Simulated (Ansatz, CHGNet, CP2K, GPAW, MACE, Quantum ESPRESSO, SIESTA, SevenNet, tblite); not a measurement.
# What went wrong? CP2K on random packing of Ge88H12 (at. %) (106 atoms)

Program: CP2K 2026.2, a calculation on a cell of 93 Ge and 13 H, 19.8 Å³ an atom.

Contents of input.inp:

```
&GLOBAL
  PROJECT cell
  RUN_TYPE ENERGY_FORCE
  PRINT_LEVEL LOW
&END GLOBAL
&FORCE_EVAL
  METHOD QS
  STRESS_TENSOR ANALYTICAL
  &DFT
    BASIS_SET_FILE_NAME BASIS_MOLOPT
    POTENTIAL_FILE_NAME GTH_POTENTIALS
    &MGRID
      CUTOFF 450
      REL_CUTOFF 50
    &END MGRID
    &QS
      EPS_DEFAULT 1.0E-12
    &END QS
    &SCF
      SCF_GUESS ATOMIC
      EPS_SCF 1.0E-06
      MAX_SCF 80
      ADDED_MOS 45
      &DIAGONALIZATION
        ALGORITHM STANDARD
      &END DIAGONALIZATION
      &SMEAR ON
        METHOD FERMI_DIRAC
        ELECTRONIC_TEMPERATURE [K] 580
      &END SMEAR
      &MIXING
        METHOD DIRECT_P_MIXING
        ALPHA 0.8
      &END MIXING
      &PRINT
        &RESTART OFF
        &END RESTART
      &END PRINT
    &END SCF
    &XC
      &XC_FUNCTIONAL PBE
      &END XC_FUNCTIONAL
    &END XC
    &PRINT
      &MULLIKEN ON
      &END MULLIKEN
      &LOWDIN ON
      &END LOWDIN
      &MO ON
        EIGENVALUES T
        OCCUPATION_NUMBERS T
        MO_INDEX_RANGE 182 205
        &EACH
          QS_SCF 0
        &END EACH
        ADD_LAST NUMERIC
      &END MO
    &END PRINT
  &END DFT
  &SUBSYS
    &CELL
      A 12.79340 0.00000 0.00000
      B 0.00000 12.79340 0.00000
      C 0.00000 0.00000 12.79340
    &END CELL
    &COORD
      Ge 5.60210 2.70478 3.93666
      Ge 8.15579 6.54165 2.96871
      Ge 12.47484 0.00026 1.50489
      Ge 11.83530 6.11716 1.58497
      Ge 5.19118 12.16563 5.13310
      Ge 7.31680 4.84563 9.15445
      Ge 4.60383 10.66765 11.63214
      Ge 1.11968 0.26700 7.73080
      Ge 4.92763 1.55197 8.48215
      Ge 3.23686 0.61306 6.99326
[... 92 atom lines left out ...]
      H 1.24019 2.59796 1.59048
      H 11.99407 7.43271 10.95384
      H 5.45152 11.06501 7.06324
      H 3.39127 8.67802 11.42387
    &END COORD
    &KIND Ge
      BASIS_SET DZVP-MOLOPT-SR-GTH-q4
      POTENTIAL GTH-PBE-q4
    &END KIND
    &KIND H
      BASIS_SET DZVP-MOLOPT-SR-GTH-q1
      POTENTIAL GTH-PBE-q1
    &END KIND
  &END SUBSYS
  &PRINT
    &FORCES ON
    &END FORCES
    &STRESS_TENSOR ON
    &END STRESS_TENSOR
  &END PRINT
&END FORCE_EVAL
```

Run with:

```
$ OMP_NUM_THREADS=2 cp2k.psmp -i input.inp > output.txt
```

Numbers of over 12 decimals in the logs are rounded to 6 here.

Output:

```text
CP2K| version string:                                       CP2K version 2026.2
 CP2K| Input file name                                                 input.inp
 GLOBAL| Basis set file name                                        BASIS_MOLOPT
 GLOBAL| Potential file name                                      GTH_POTENTIALS
 GLOBAL| Run type                                                   ENERGY_FORCE
 GLOBAL| Total number of message passing processes                             1
 GLOBAL| Number of threads for this process                                    2
 TOTAL NUMBERS AND MAXIMUM NUMBERS
  Total number of            - Atomic kinds:                                   2
                             - Atoms:                                        106
                             - Shell sets:                                   106
                             - Shells:                                       504
                             - Primitive Cartesian functions:                437
                             - Cartesian basis functions:                   1367
                             - Spherical basis functions:                   1274
  Maximum angular momentum of- Orbital basis functions:                        2
                             - Local part of the GTH pseudopotential:          2
                             - Non-local part of the GTH pseudopotential:      4
 SCF PARAMETERS         Density guess:                                    ATOMIC
                        max_scf:                                              80
                        eps_scf:                                        1.00E-06
                        added MOs                                        45    0
                        Mixing method:                           DIRECT_P_MIXING
                        Smear method:                                FERMI_DIRAC
                        Electronic temperature [K]:                        580.0
                        Electronic temperature [a.u.]:                  1.84E-03
                        Accuracy threshold:                             1.00E-10
 Extrapolation method: initial_guess
 Number of electrons:                                                        385
 Number of occupied orbitals:                                                193
 Number of molecular orbitals:                                               238
 Number of orbital functions:                                               1274
 Number of independent orbital functions:                                   1274
 SCF WAVEFUNCTION OPTIMIZATION
  Step     Update method      Time    Convergence         Total energy    Change
     1 P_Mix/Diag. 0.80E+00    5.2     0.67623755      -374.9290770518 -3.75E+02
     2 P_Mix/Diag. 0.80E+00    6.5     1.05412977      -370.5043423335  4.42E+00
     3 P_Mix/Diag. 0.80E+00    6.5     8.28434408      -353.5950068993  1.69E+01
[...]
79 P_Mix/Diag. 0.80E+00    6.5     9.46395260       850.5020046159  1.03E+02
    80 P_Mix/Diag. 0.80E+00    6.6    10.91525441       749.5412911453 -1.01E+02
  Leaving inner SCF loop after reaching    80 steps.
  Electronic density on regular grids:       -385.0000000000        0.0000000000
  Core density on regular grids:              384.9999999986       -0.0000000014
  Total charge density on r-space grids:       -0.0000000014
  Total charge density g-space grids:          -0.0000000014
  Overlap energy of the core charge distribution:               1.89529e-06
  Self energy of the core charge distribution:               -795.664032
  Core Hamiltonian energy:                                    374.926637
  Hartree energy:                                            1315.947615
  Exchange-correlation energy:                               -145.664014
  Electronic entropic energy:                                  -0.00534932
  Fermi energy:                                                -3.507045
  Total energy:                                               749.541291
  Total energy (extrapolated to T->0):                        749.543966
 *   ___                                                                       *
 *  /   \                                                                      *
 * [ABORT]                                                                     *
 *  \___/     SCF run NOT converged. To continue the calculation regardless,   *
 *    |             please set the keyword IGNORE_CONVERGENCE_FAILURE.         *
 *  O/|                                                                        *
 * /| |                                                                        *
```

Elapsed: 8.8 min, on 2 threads of Arm Neoverse V2, shared host; peak memory 2.3 GiB; 16 min of CPU time.

Banners, paths, timers and routine set-up lines are dropped from the logs unmarked, and long logs keep their key lines alone; longer cuts are marked.

**Question.** What is wrong with this input?

Mixing far too strong: mixer DIRECT_P_MIXING and mixing weight 0.8.

The run ended unconverged.

[Also dropped from logs without a mark: logging warnings of Python, and SIESTA's first energy breakdown and zero terms.]

[Logs are printed without paths, hosts, clocks, repeated set-up lines and the standing remarks that a program may print on its own settings, such as how far it seeks lower states.]

[Hosts, paths, dates, database ids (printed as entryN), source tags and the programs' standing remarks are cut or masked in the printed files.]
